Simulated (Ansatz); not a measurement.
# Amorphous Si (132 atoms): geometry optimisation, part 2 of 2

Wanted: the relaxed structure of amorphous Si (132 atoms) and its electronic structure.

Ansatz 0.2.0; Kohn-Sham DFT, PBE, PAW (set soft_2), plane waves.

The cell: 132 Si. The quench rate of 20 K/ps is many orders above laboratory rates. The network of bonds at the start is that of the classical potential that made the cell. The Brillouin zone is sampled at Γ only, in a cell whose shortest periodic width is 14 Å.

So far. Step 3 (Relaxation): The relaxation changed the energy by -50.0 meV/atom, and atoms moved by 0.23 Å r.m.s., 0.89 Å at most.

### 5. Single point at the relaxed geometry

The electronic structure is read at the final geometry, in a run of its own.

The input, input.yaml:

```yaml
crystal:
  lattice:
    - [13.9657, 0.0, 0.0]
    - [0.0, 13.9657, 0.0]
    - [0.0, 0.0, 13.9657]
  atoms:
    - { symbol: Si, position: [0.10312, 0.18653, 0.36539] }
    - { symbol: Si, position: [0.10274, 0.99833, 0.79225] }
    - { symbol: Si, position: [0.17448, 0.14294, 0.1443] }
    - { symbol: Si, position: [0.22539, 0.30309, 0.13637] }
    - { symbol: Si, position: [0.6412, 0.76303, 0.1599] }
    - { symbol: Si, position: [0.69641, 0.06802, 0.08533] }
    - { symbol: Si, position: [0.79784, 0.81571, 0.18183] }
    - { symbol: Si, position: [0.68132, 0.85787, 0.76204] }
    - { symbol: Si, position: [0.91524, 0.71386, 0.9035] }
    - { symbol: Si, position: [0.84342, 0.16547, 0.68266] }
    - { symbol: Si, position: [0.70241, 0.07449, 0.90324] }
    - { symbol: Si, position: [0.24305, 0.13985, 0.5951] }
    - { symbol: Si, position: [0.34599, 0.61802, 0.5845] }
    - { symbol: Si, position: [0.99106, 0.47022, 0.83255] }
    - { symbol: Si, position: [0.59838, 0.50446, 0.12502] }
    - { symbol: Si, position: [0.98146, 0.99093, 0.51603] }
    - { symbol: Si, position: [0.25684, 0.15062, 0.91243] }
    - { symbol: Si, position: [0.4385, 0.19169, 0.41357] }
    - { symbol: Si, position: [0.37065, 0.89981, 0.60451] }
    - { symbol: Si, position: [0.03795, 0.87716, 0.18769] }
    - { symbol: Si, position: [0.2563, 0.30701, 0.55636] }
    - { symbol: Si, position: [0.92051, 0.72083, 0.55989] }
    - { symbol: Si, position: [0.07399, 0.7382, 0.8319] }
    - { symbol: Si, position: [0.96441, 0.10814, 0.03764] }
    - { symbol: Si, position: [0.17238, 0.79785, 0.95993] }
    - { symbol: Si, position: [0.83281, 0.97255, 0.11555] }
    - { symbol: Si, position: [0.98681, 0.25318, 0.47979] }
    - { symbol: Si, position: [0.23238, 0.66022, 0.03278] }
    - { symbol: Si, position: [0.4459, 0.942, 0.45836] }
    - { symbol: Si, position: [0.95443, 0.8662, 0.62626] }
    - { symbol: Si, position: [0.98786, 0.14012, 0.60225] }
    - { symbol: Si, position: [0.91208, 0.2456, 0.95289] }
    [... 94 atom lines left out ...]
    - { symbol: Si, position: [0.22599, 0.52988, 0.67632] }
    - { symbol: Si, position: [0.53177, 0.86706, 0.2334] }
    - { symbol: Si, position: [0.09657, 0.38954, 0.06733] }
    - { symbol: Si, position: [0.62857, 0.02159, 0.75386] }
    - { symbol: Si, position: [0.85593, 0.12539, 0.84932] }
    - { symbol: Si, position: [0.28052, 0.37251, 0.71648] }
kpoints:
  mp_grid: { grid: [1, 1, 1] }
hamiltonian:
  xc: pbe
scf:
  occupations: { method: gaussian, width: 0.025 }
output:
  forces: true
  stress: true
  populations: intrinsic
  dos:
    method: { smearing: { sigma: 0.1 } }
    de: 0.1
    projected: { site_lists: { Si: [Si] } }
  eigenvalues: true
  write_density: true
  write_potential: true
  volumetric_format: npy
  elf: true
```

Command:

```bash
$ ansatz run input.yaml --threads 4 --pin off --max-ram 8192MiB --backend cpu --events-out ev --progress --plain --runs-dir out
```

Numbers of over 12 decimals in the logs are rounded to 6 here.

The program printed:

```text
[...]
Crystal: 132 atoms, lattice volume = 2723.881 Å³
Basis set: ecut = 420 eV, 52971 PW (Γ), exchange–correlation on 192×192×192 points (8 copies of the dense FFT grid, shifted against one another)
Bands: 396, of which v1, the nominal top of the filled ones, is band 264 counted from 1 (263 counted from 0)
Symmetry: 1 space group operations
[...]
k-points: 1
[...]
SCF iter   1: F=—  HF=-83899.494651 eV  |F-HF|=—  |Δ(HF+E_count)|=         —  Δρ=3.15e-3  dr2=1.00e0  ethr=1.77e-3  ⟨swp⟩=6.0  Hψ=1834  notcnv=0  defer=66
[...]
SCF iter   9: F=-83899.388711 eV  HF=-83899.388711 eV  |F-HF|=2.51e-8  |Δ(HF+E_count)|=   4.12e-7  Δρ=6.93e-7  dr2=3.71e-8  ethr=1.89e-11  ⟨swp⟩=19.0  Hψ=3721  notcnv=0
SCF 1 converged in 9 iterations: F = -83899.388711 eV  dr2 = 3.71e-8
[...]
SCF converged after 9 iterations
Free energy (F): -83899.388711 eV
[...]
Internal energy: -83899.388706 eV  (E = F + TS)
E sigma→0 (E₀):  -83899.388709 eV
Entropy (-TS):   -0.000004 eV (-0.000 meV/atom)
Fermi energy:    6.261543 eV
[...]
--- Forces (eV/Å), atoms counted from 1 ---
  atom   1  Si     0.00331377    -0.00487308    -0.00389111
  atom   2  Si     0.00155920     0.00136163     0.00092194
  atom   3  Si     0.00056392    -0.00147873     0.00115429
  atom   4  Si     0.00238408    -0.00193448    -0.00209248
  atom   5  Si    -0.00158341     0.00001231     0.00224136
  atom   6  Si     0.00322845    -0.00088457    -0.00224185
  atom   7  Si     0.00414235     0.00262200    -0.00217622
  atom   8  Si     0.00580570    -0.01445677     0.00303895
  atom   9  Si     0.00043023    -0.00171775    -0.00249390
  atom  10  Si     0.00158755    -0.00076777     0.00080859
  atom  11  Si    -0.00045118    -0.00606107    -0.00080484
  atom  12  Si    -0.00148341    -0.00155495     0.00076216
  atom  13  Si    -0.00302871    -0.00053093    -0.00235179
  atom  14  Si     0.00362098    -0.00145220    -0.00159944
[...]
atom 131  Si     0.00182610     0.00282636     0.00128659
  atom 132  Si     0.00183150     0.00302692     0.00474284
  max |Σ_I F_I| component: 2.35e-5 eV/Å
--- Stress (GPa, compression-positive) ---
       -1.121042       0.702924       0.020846
        0.702924       0.442822       0.924030
        0.020846       0.924030       0.022576
  P = ⅓ Tr σ = -0.2185 GPa (-2.185 kbar)
--- Band table (eV) ---
[...]
--- intrinsic populations: 132 sites ---
  site symbol       q [e]
     0     Si      3.9855
     1     Si      4.0327
     2     Si      3.9534
[...]
131     Si      4.0113
  spilling = -0.000000 (of n_electrons = 528.000000)
```

Wall time 32 s (4 threads of Intel Xeon Platinum 8488C (Sapphire Rapids), shared host); peak memory 3.2 GiB.

The run gave:

| Quantity | Value |
| --- | --- |
| free energy | -83899.3887 eV |
| free energy per atom | -635.6014 eV/atom |
| SCF cycles | 9 |
| pressure | -0.2185 GPa |
| r.m.s. force component | 0.00296 eV/Å |
| longest force | 0.01587 eV/Å |
| Fermi energy | 6.262 eV |
| spacing of highest filled and lowest empty level | 0.1483 eV |

Intrinsic-atomic-orbital charges by element and coordination:

```tsv
element	coordination	atoms	mean charge (e)	spread	least	most
Si	all	132	0	0.026	-0.0868	0.0818
Si	2	1	0.0381	0	0.0381	0.0381
Si	4	127	1.0e-4	0.0259	-0.0868	0.0818
Si	5	4	-0.0112	0.021	-0.0346	0.0214
```

Density of states as counts of states in windows of 1 eV (from the Fermi level), total and the larger projections:

```tsv
from (eV)	to (eV)	total	Si p	Si s
-13	-12	2.8	0.3	2.5
-12	-11	27.8	7.3	20.3
-11	-10	27.4	8.4	18.8
-10	-9	47.1	16.0	30.9
-9	-8	34.8	13.6	21.0
-8	-7	29.0	13.4	15.4
-7	-6	38.3	20.5	17.5
-6	-5	36.1	23.6	12.2
-5	-4	51.9	43.5	8.0
-4	-3	67.1	60.3	6.0
-3	-2	80.4	74.5	4.8
-2	-1	65.9	61.3	3.3
-1	0	19.8	17.2	1.9
0	1	34.5	22.3	8.9
1	2	72.9	45.6	17.2
2	3	87.5	55.9	14.7
```

The levels nearest the highest filled one (over half full), pooled over k-points and spins:

```tsv
level less the highest filled one (eV)	occupation
-0.697	2
-0.574	2
-0.531	2
-0.466	2
-0.0982	2
0	2
0.148	0
0.234	0
0.326	0
0.435	0
0.491	0
0.578	0
```

Electrostatic potential energy in the ac plane at fractional y = 0.131, with atoms of Si within 0.2 Å of it. With pseudopotentials it is smooth inside the atoms' cores, unlike the true potential.

Ten even steps from '0' (-46 eV) to '9' (10 eV), each cell a mean:
```
899866788767888778999999999999999999877
999998885102689889999999987778998889999
999999985103799999999999987668874236899
999999998778999999999999998889850003899
999999999999999999989999999999974346899
998756799999999998534789999999998889999
996200489999999985100379999999875468999
887301488889999997312589999999851147888
258877875336899999888899999999976578742
037999861003799999975578999999999998610
468999974236899999851147999999999999853
999999988889999999975568999999999999999
999999876799999998998899999999999999999
999988766789999877789999999999999999999
998767888999888877888778999999998889999
998667899999888899985102699999999899999
888888999999999999983000589999999999999
213799999999999999997556899999999999986
000588888998899999999999999999999999983
435785224898899999999999999999999999987
889972001699999999999999998888999999999
899986446899999888999999987778999999766
489988889999999888999999998789999997300
488865789999998778999999999999999997311
```
Columns run along a (14.0 Å; values clipped at the 3rd and 97th percentile), rows up along c (14.0 Å). Atoms in or near the plane, at fractional coordinates: Si at (0.17, 0.14), Si at (0.24, 0.60), Si at (0.99, 0.60), Si at (0.03, 0.23), Si at (0.57, 0.32), Si at (0.50, 0.72), Si at (0.12, 0.71), Si at (0.86, 0.85).

ELF in the ac plane at fractional y = 0.131, with atoms of Si within 0.2 Å of it. It is the smooth field of the valence electrons, not physical close to the nuclei.

Values, 13 rows by 16 columns, each cell a mean:
```
0.48 0.67 0.76 0.78 0.52 0.73 0.55 0.56 0.16 0.12 0.55 0.55 0.36 0.30 0.48 0.44
0.06 0.15 0.28 0.44 0.55 0.48 0.21 0.40 0.23 0.16 0.66 0.64 0.76 0.49 0.50 0.28
0.12 0.41 0.32 0.21 0.32 0.14 0.19 0.60 0.57 0.21 0.21 0.19 0.44 0.69 0.61 0.20
0.51 0.48 0.45 0.39 0.22 0.37 0.67 0.52 0.44 0.52 0.18 0.15 0.51 0.65 0.62 0.30
0.75 0.70 0.76 0.74 0.67 0.72 0.44 0.63 0.83 0.46 0.09 0.34 0.81 0.62 0.82 0.63
0.45 0.30 0.45 0.58 0.51 0.45 0.12 0.54 0.57 0.62 0.24 0.11 0.32 0.27 0.43 0.43
0.26 0.16 0.53 0.77 0.53 0.17 0.41 0.64 0.59 0.71 0.35 0.03 0.06 0.19 0.15 0.25
0.24 0.62 0.90 0.64 0.54 0.64 0.86 0.53 0.45 0.55 0.37 0.05 0.34 0.83 0.65 0.13
0.61 0.73 0.59 0.30 0.27 0.53 0.63 0.63 0.60 0.47 0.59 0.08 0.25 0.63 0.43 0.14
0.47 0.68 0.34 0.28 0.44 0.52 0.18 0.26 0.62 0.55 0.34 0.09 0.09 0.12 0.20 0.43
0.49 0.84 0.62 0.69 0.75 0.51 0.27 0.19 0.39 0.30 0.21 0.58 0.51 0.18 0.20 0.51
0.46 0.51 0.64 0.54 0.32 0.29 0.56 0.54 0.27 0.21 0.57 0.87 0.61 0.12 0.38 0.60
0.66 0.68 0.71 0.54 0.23 0.43 0.86 0.81 0.19 0.12 0.52 0.58 0.22 0.12 0.63 0.46
```
Columns run along a (14.0 Å), rows up along c (14.0 Å). Atoms in or near the plane, at fractional coordinates: Si at (0.17, 0.14), Si at (0.24, 0.60), Si at (0.99, 0.60), Si at (0.03, 0.23), Si at (0.57, 0.32), Si at (0.50, 0.72), Si at (0.12, 0.71), Si at (0.86, 0.85).

Intrinsic-atomic-orbital charges run from -0.09 to +0.08 e. Within 0.4 eV of the Fermi level the largest share is Si p (76 % of the projected weight).

A closer look about Si124, which has 5 bonded neighbours where the commonest count for Si is 4: 13 atoms, nearest first, numbered in the order of the input, with positions taken from that point.

```tsv
atom	x	y	z	distance (Å)	bonds	intrinsic-atomic-orbital charge (e)
Si124	0.00	0.00	0.00	0.00	5	0.02
Si102	0.92	1.46	-1.67	2.40	4	-0.03
Si113	-2.30	0.22	-0.74	2.43	4	-0.04
Si46	0.88	-1.44	1.76	2.44	4	0.01
Si26	-0.62	1.36	1.93	2.44	4	0.00
Si9	0.53	-2.25	-1.04	2.53	4	0.07
Si7	-1.11	-0.83	2.85	3.17	4	-0.04
Si108	-0.52	0.56	-3.43	3.51	4	-0.04
Si24	1.22	3.26	0.84	3.58	2	0.04
Si20	2.25	0.03	2.93	3.70	4	0.04
Si11	-2.44	2.79	-1.04	3.85	5	-0.01
Si35	1.16	-3.57	0.95	3.87	4	-0.05
Si92	3.67	0.69	1.17	3.91	4	-0.02
```

The column of bonds counts only the pairs Si-Si within 2.73 Å; other neighbours, such as metal atoms beside each other in a compound, aren't counted, and periodic images can show an atom twice.

### 6. Outcome

| Quantity | Value |
| --- | --- |
| energy change in the relaxation | -49.99 meV/atom |
| r.m.s. displacement | 0.234 Å |
| largest displacement | 0.887 Å |
| free energy per atom | -635.6014 eV/atom |
| pressure | -0.2185 GPa |
| r.m.s. force component | 0.00296 eV/Å |
| spacing of highest filled and lowest empty level | 0.1483 eV |
| wall time of the 3 DFT runs | 3.6 min |

What this shows: Relaxation lowers the energy by 50.0 meV/atom and moves atoms by 0.23 Å r.m.s.; the r.m.s. force component goes from 0.48 to 0.0030 eV/Å, the pressure goes from -0.45 to -0.22 GPa. By the final cutoffs 6 of 269 bonded pairs parted and 2 joined. From the first step to the last the energy fell by 6.599 eV, and the largest move was 0.89 Å (Si8). The Si-Si bonds go from 2.399 Å (spread 0.076) to 2.386 Å (spread 0.052), and their number from 269 to 265. Counting bonds as in the table, 96 % of Si atoms have 4 bonded neighbours. The highest filled and lowest empty levels lie only 0.15 eV apart (at Γ alone), which on so few k-points needn't be a gap.

**Limits.** The starting topology of bonds comes from the classical model; in DFT 6 of its 269 bonded pairs passed out of the cutoffs and 2 came within them.

Calculation beside experiment:

```tsv
quantity	measured	this cell	difference	method of the measurement
number of Si about Si	3.9	4.01	+2.9 %	X-ray diffraction
```

The cell differs from the measured neighbour counts by up to 2.9 %. The network comes from the model that made the cell; in DFT 6 of its 269 bonded pairs passed out of the cutoffs and 2 came within them. Our coordination numbers hang on a cutoff, and experiments count neighbours in their own ways.

[Logs are printed without paths, hosts, clocks, repeated set-up lines and the standing remarks that a program may print on its own settings, such as how far it seeks lower states.]

[Hosts, paths, dates, database ids (printed as entryN), source tags and the programs' standing remarks are cut or masked in the printed files.]
